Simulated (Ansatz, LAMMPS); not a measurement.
# Structural relaxation of Zn39S26Se13 with crystalline order left by the classical run (78 atoms)

Aim: bring Zn39S26Se13 with crystalline order left by the classical run (78 atoms) to a nearby minimum of the energy and see what moves.

Calculated with Ansatz 0.2.0; Kohn-Sham DFT, PBE, PAW (set soft_2), plane waves.

### Step 1. Set-up

The cell holds 78 atoms: 39 Zn, 26 S and 13 Se. Its edges and angles: a = 11.800 Å, b = 11.800 Å, c = 11.800 Å, α = 90.0°, β = 90.0°, γ = 90.0°. 78 atoms (39 Zn, 26 S, 13 Se) placed at random at 4.46 g/cm³, melted at 2500 K for 10 ps at fixed volume with the Stillinger-Weber II-VI potential (Zhou et al., Phys. Rev. B 88, 085309 (2013)). Quenched from 2500 K to 300 K at 10 K/ps and fixed volume, held 5 ps, then minimised at fixed cell.

What the set-up can't give: The quench rate of 10 K/ps far exceeds what a furnace or splat quench reaches, so expect more defects and frozen-in strain than in a real sample. The starting topology of bonds comes from the classical model. Only the Γ point is sampled, in a cell whose shortest periodic width is 12 Å.

### Step 2. Single point at the start

The forces at the start show how far the geometry lies from a minimum of this functional.

input.yaml reads:

```yaml
crystal:
  lattice:
    - [11.8, 0.0, 0.0]
    - [0.0, 11.8, 0.0]
    - [0.0, 0.0, 11.8]
  atoms:
    - { symbol: Zn, position: [0.15999, 0.40759, 0.35249] }
    - { symbol: Zn, position: [0.34994, 0.40203, 0.93453] }
    - { symbol: Zn, position: [0.56248, 0.65616, 0.03712] }
    - { symbol: Zn, position: [0.86577, 0.15397, 0.94487] }
    [... 68 atom lines left out ...]
    - { symbol: Se, position: [0.60729, 0.52743, 0.19079] }
    - { symbol: Se, position: [0.30317, 0.0311, 0.29276] }
    - { symbol: Se, position: [0.20742, 0.77769, 0.48916] }
    - { symbol: Se, position: [0.80834, 0.02896, 0.79078] }
    - { symbol: Se, position: [0.70787, 0.27832, 0.99061] }
    - { symbol: Se, position: [0.50728, 0.52711, 0.88543] }
kpoints:
  mp_grid: { grid: [1, 1, 1] }
hamiltonian:
  xc: pbe
scf:
  occupations: { method: gaussian, width: 0.05 }
output:
  forces: true
  stress: true
  populations: true
  dos:
    method: { smearing: { sigma: 0.1 } }
    de: 0.1
    projected: { site_lists: { S: [S], Se: [Se], Zn: [Zn] } }
  eigenvalues: true
```

Command:

```console
$ ansatz run input.yaml --threads 4 --pin off --max-ram 8192MiB --backend cpu --events-out ev --progress --plain --runs-dir out
```

Elapsed: 51 s, on 4 threads of Arm Neoverse V2, shared host; peak memory 2.4 GiB.

The run gave:

- free energy: -224046.2258 eV
- free energy per atom: -2872.3875 eV/atom
- SCF cycles: 25
- pressure: 0.8856 GPa
- r.m.s. force component: 0.2935 eV/Å
- longest force: 1.684 eV/Å
- Fermi energy: 6.343 eV
- levels partly filled by over 2 per cent: 2
- spilling of the projection: 0.009466

The r.m.s. force component of 0.29 eV/Å and the pressure of 0.89 GPa set the starting point.

Neighbours are counted within 2.83 Å (Zn-S), 2.88 Å (Zn-Se).

Length of the force by element and coordination:

```csv
element,coordination,atoms,mean length of the force (eV/Å),spread,least,most
S,all,26,0.467,0.449,0.0497,1.68
S,3,4,1.44,0.141,1.33,1.68
S,4,22,0.290,0.175,0.0497,0.643
Se,all,13,0.165,0.095,0.0699,0.413
Zn,all,39,0.382,0.281,0.088,1.05
Zn,3,4,0.748,0.194,0.524,1.05
Zn,4,35,0.34,0.258,0.088,0.814
```

### Step 3. Relaxation

With the cell held, the atoms are moved downhill towards a nearby minimum.

input.yaml, the sections that differ from step 2:

```yaml
output:
  forces: true
relax:
  f_tol: 0.03
  max_steps: 119
# crystal, kpoints, hamiltonian, scf: as in step 2
```

It took 2.3 min on 4 threads; peak memory 2.4 GiB.

The steps of the relaxation:

```csv
step,energy less that of the first step (eV),largest force component (eV/Å)
1,0.0000,1.3478
2,-1.1686,0.9594
3,-2.1482,0.6572
4,-2.5562,0.3377
5,-2.7232,0.1771
6,-2.7698,0.0851
7,-2.7751,0.0463
8,-2.7799,0.0223
```

The atoms that moved most (Å):

```csv
atom,dx,dy,dz,length
Zn11,0.536,-0.399,-0.168,0.689
Zn15,-0.173,0.392,-0.499,0.657
Zn7,-0.463,-0.382,0.163,0.622
Zn1,0.174,0.315,0.441,0.569
S48,-0.161,-0.271,-0.421,0.526
S59,-0.198,0.159,0.070,0.264
S54,0.167,0.118,-0.081,0.220
S58,0.051,-0.118,0.109,0.168
```

The relaxation changed the energy by -35.6 meV/atom, and atoms moved by 0.17 Å r.m.s., 0.69 Å at most.

### Step 4. Local order after relaxation

Bonds before and after, by the cutoffs listed below:

```csv
pair,bonds before,bonds after,mean before (Å),mean after (Å),spread before (Å),spread after (Å)
Zn-S,100,100,2.367,2.337,0.020,0.043
Zn-Se,52,52,2.438,2.442,0.009,0.025
```

Density 4.46 g/cm³, 21.06 Å³ an atom.

Pair distribution functions g(r), in bins of 0.2 Å:

```csv
r (Å),total,Zn-Zn,Zn-S,Zn-Se,S-S,S-Se,Se-Se
2.20,0.88,0.00,2.64,0.00,0.00,0.00,0.00
2.40,4.95,0.00,9.21,11.26,0.00,0.00,0.00
2.60,0.00,0.00,0.00,0.00,0.00,0.00,0.00
2.80,0.00,0.00,0.00,0.00,0.00,0.00,0.00
3.00,0.00,0.00,0.00,0.00,0.00,0.00,0.00
3.20,0.04,0.17,0.00,0.00,0.00,0.00,0.00
3.40,0.09,0.36,0.00,0.00,0.00,0.00,0.00
3.60,0.86,2.16,0.05,0.00,1.60,1.00,0.59
3.80,2.24,4.08,0.17,0.00,4.57,5.01,3.22
4.00,3.14,5.25,0.08,0.08,6.68,7.21,8.86
4.20,0.57,0.75,0.75,0.71,0.00,0.11,0.00
4.40,2.13,0.05,3.98,4.77,0.00,0.00,0.00
4.60,0.84,0.04,1.83,1.35,0.00,0.00,0.00
4.80,1.12,0.15,2.13,2.19,0.00,0.00,0.00
5.00,0.30,0.38,0.37,0.32,0.23,0.07,0.00
5.20,0.69,1.01,0.17,0.10,1.35,1.33,2.28
5.40,0.41,0.83,0.02,0.09,0.80,0.81,0.27
5.60,0.23,0.25,0.41,0.16,0.06,0.00,0.00
5.80,1.03,0.48,1.53,1.65,0.40,0.62,0.23
```

Bonds by pair of elements; cutoffs follow the first minimum of g(r), held within bounds set by covalent radii, and pairs that aren't listed don't count as bonded:

```csv
pair A-B,cutoff (Å),bonds,mean length (Å),spread (Å),shortest (Å),B about A,A about B
Zn-S,2.83,100,2.34,0.043,2.21,2.56,3.85
Zn-Se,2.88,52,2.44,0.025,2.35,1.33,4
```

How many atoms have how many bonded neighbours:

```csv
element,mean,3,4
S,3.85,4,22
Se,4,0,13
Zn,3.90,4,35
```

Bond angles, per cent of each kind in bins of 5°:

```csv
angle (°),Zn-S-Zn,S-Zn-Se,S-Zn-S,Zn-Se-Zn,Se-Zn-Se
85–90,2.1,0.0,0.0,0.0,0.0
90–95,0.0,0.0,0.0,0.0,0.0
95–100,6.2,4.8,0.0,2.6,12.0
100–105,16.0,25.0,14.0,21.8,8.0
105–110,25.7,21.2,20.4,19.2,60.0
110–115,29.9,37.5,36.6,44.9,20.0
115–120,16.0,8.6,20.4,10.3,0.0
120–125,4.2,2.9,8.6,1.3,0.0
```

Bond angles (no mean is given where the spread exceeds 20°):

```csv
angle,count,mean (°),spread (°)
Zn-S-Zn,144,109,6.8
S-Zn-Se,104,109,5.6
S-Zn-S,93,112,5.5
Zn-Se-Zn,78,109,5
Se-Zn-Se,25,107,4.4
```

Bond length by coordination (bonds to H left out):

```csv
element,coordination,atoms,mean bond length (Å)
S,3,4,2.27
S,4,22,2.35
Zn,3,4,2.28
Zn,4,35,2.38
```

Rings of the network by King's shortest-path rule, up to 12 atoms, one path for each pair of neighbours; H, halogens, alkali and alkaline-earth atoms are left out, and the last column divides by all other atoms, bonded or not:

```csv
ring size (atoms),rings,per network atom
6,136,1.74
```

First main peaks of g(r), for some of the pairs, lie near 3.9 Å (Zn-Zn), 2.3 Å (Zn-S), 2.4 Å (Zn-Se), 3.9 Å (S-S), 3.9 Å (S-Se) and 4.0 Å (Se-Se). With the cutoffs above, 85 % of S atoms have 4, all Se atoms have 4 and 90 % of Zn atoms have 4 bonded neighbours. The Zn-S-Zn angle averages 109° with a spread of 7°. All rings counted have 6 atoms.

### Step 5. Single point at the relaxed geometry

The electronic structure is read at the final geometry, in a run of its own.

input.yaml reads:

```yaml
crystal:
  lattice:
    - [11.8, 0.0, 0.0]
    - [0.0, 11.8, 0.0]
    - [0.0, 0.0, 11.8]
  atoms:
    - { symbol: Zn, position: [0.17473, 0.43425, 0.38987] }
    - { symbol: Zn, position: [0.34907, 0.3935, 0.92851] }
    - { symbol: Zn, position: [0.56049, 0.6521, 0.03608] }
    - { symbol: Zn, position: [0.86371, 0.15539, 0.94333] }
    [... 68 atom lines left out ...]
    - { symbol: Se, position: [0.60755, 0.52772, 0.19474] }
    - { symbol: Se, position: [0.30837, 0.02447, 0.29831] }
    - { symbol: Se, position: [0.20874, 0.77475, 0.48993] }
    - { symbol: Se, position: [0.80899, 0.02809, 0.79104] }
    - { symbol: Se, position: [0.70679, 0.27927, 0.99077] }
    - { symbol: Se, position: [0.5035, 0.52635, 0.88473] }
kpoints:
  mp_grid: { grid: [1, 1, 1] }
hamiltonian:
  xc: pbe
scf:
  occupations: { method: gaussian, width: 0.05 }
output:
  forces: true
  stress: true
  populations: intrinsic
  dos:
    method: { smearing: { sigma: 0.1 } }
    de: 0.1
    projected: { site_lists: { S: [S], Se: [Se], Zn: [Zn] } }
  eigenvalues: true
  write_density: true
  write_potential: true
  volumetric_format: npy
  elf: true
```

It took 35 s on 4 threads; peak memory 2.4 GiB; 2.3 min of CPU time.

The run gave:

* free energy: -224049.0057 eV
* free energy per atom: -2872.4232 eV/atom
* SCF cycles: 10
* pressure: 2.27 GPa
* r.m.s. force component: 0.00511 eV/Å
* longest force: 0.02848 eV/Å
* Fermi energy: 6.97 eV
* gap (highest filled to lowest empty level): 1.475 eV

Intrinsic-atomic-orbital charges by element and coordination:

```csv
element,coordination,atoms,mean charge (e),spread,least,most
S,all,26,-1.24,0.014,-1.26,-1.19
S,3,4,-1.22,0.0256,-1.26,-1.19
S,4,22,-1.24,0.0071,-1.26,-1.22
Se,all,13,-1.23,0.0082,-1.25,-1.22
Zn,all,39,1.24,0.0112,1.19,1.26
Zn,3,4,1.22,0.0161,1.19,1.24
Zn,4,35,1.24,0.0073,1.23,1.26
```

States in the cell by windows of 1 eV, zero at the Fermi level; the larger projections on atomic orbitals stand beside the total:

```csv
from (eV),to (eV),total,Zn d,S p,Se p,Zn s,S s
-18,-15,0.0,0.0,0.0,0.0,0.0,0.0
-15,-14,2.2,0.0,0.0,0.0,0.7,1.1
-14,-13,61.4,2.1,0.2,0.1,6.6,34.0
-13,-12,14.4,0.7,0.1,0.0,0.6,8.8
-12,-9,0.0,0.0,0.0,0.0,0.0,0.0
-9,-8,0.9,0.8,0.1,0.0,0.0,0.0
-8,-7,266.2,244.8,13.4,4.7,2.6,0.3
-7,-6,125.6,118.3,2.7,1.2,1.8,0.9
-6,-5,52.5,7.9,20.5,9.5,12.2,1.3
-5,-4,26.4,3.2,13.7,5.4,2.3,0.8
-4,-3,43.7,3.6,26.7,9.0,1.8,0.7
-3,-2,71.1,5.1,39.4,22.3,1.1,0.3
-2,-1,33.7,2.2,16.6,13.4,0.3,0.1
-1,0,4.0,0.3,2.1,1.5,0.0,0.0
0,1,2.0,0.0,0.1,0.0,1.2,0.4
1,2,2.0,0.0,0.0,0.0,0.0,0.0
2,3,37.4,0.2,4.9,2.3,14.3,1.4
3,4,42.8,0.1,4.9,2.7,13.1,1.1
4,5,39.9,0.1,3.3,1.9,7.1,0.2
```

The stored curve holds about 702 of the 832 electrons; the rest, give or take the few that broadening carries across the Fermi level, lie in deeper levels below its range.

The levels nearest the highest filled one (over half full), pooled over k-points and spins:

```csv
level less the highest filled one (eV),occupation
-0.630,2
-0.511,2
-0.457,2
-0.423,2
-0.0771,2
0,2
1.47,0
2.31,0
2.91,0
2.94,0
3.04,0
3.14,0
```

Mean intrinsic-atomic-orbital charges: S -1.24, Se -1.23, Zn +1.24 e. The largest share in the top eV of filled states is S p (52 % of the projected weight), and in the lowest eV of empty states Zn s (62 % of the projected weight).

### Step 6. Outcome

| Quantity | Value |
| --- | --- |
| energy change in the relaxation | -35.64 meV/atom |
| r.m.s. displacement | 0.173 Å |
| largest displacement | 0.689 Å |
| free energy per atom | -2872.4232 eV/atom |
| pressure | 2.27 GPa |
| r.m.s. force component | 0.00511 eV/Å |
| gap (highest filled to lowest empty level) | 1.475 eV |
| wall time of the 3 DFT runs | 3.7 min |

In words: Relaxation lowers the energy by 35.6 meV/atom and moves atoms by 0.17 Å r.m.s.; the r.m.s. force component goes from 0.29 to 0.0051 eV/Å, the pressure goes from 0.89 to 2.3 GPa. By the final cutoffs no bond was broken or made. From the first step to the last the energy fell by 2.780 eV, and the largest move was 0.69 Å (Zn11). The Zn-S bonds change most in mean length: from 2.367 Å (spread 0.020) to 2.337 Å (spread 0.043). With the cutoffs above, 85 % of S atoms have 4, all Se atoms have 4 and 90 % of Zn atoms have 4 bonded neighbours. Between filled and empty levels lie 1.47 eV (at Γ alone); a semilocal functional tends to put such gaps too low. In a disordered cell it changes from sample to sample, and tail or defect levels can set it.

What to keep in mind: The network of bonds at the start is that of the classical potential that made the cell; DFT moved the atoms only locally, and no bond changed. The stress is far from hydrostatic: its diagonal is 3.9, -0.8, 3.8 GPa, compression counted positive. The pressure of 2.3 GPa means that a free cell would grow at this level.

[Logs are printed without paths, hosts, clocks, repeated set-up lines and the standing remarks that a program may print on its own settings, such as how far it seeks lower states.]

[Hosts, paths, dates, database ids (printed as entryN), source tags and the programs' standing remarks are cut or masked in the printed files.]
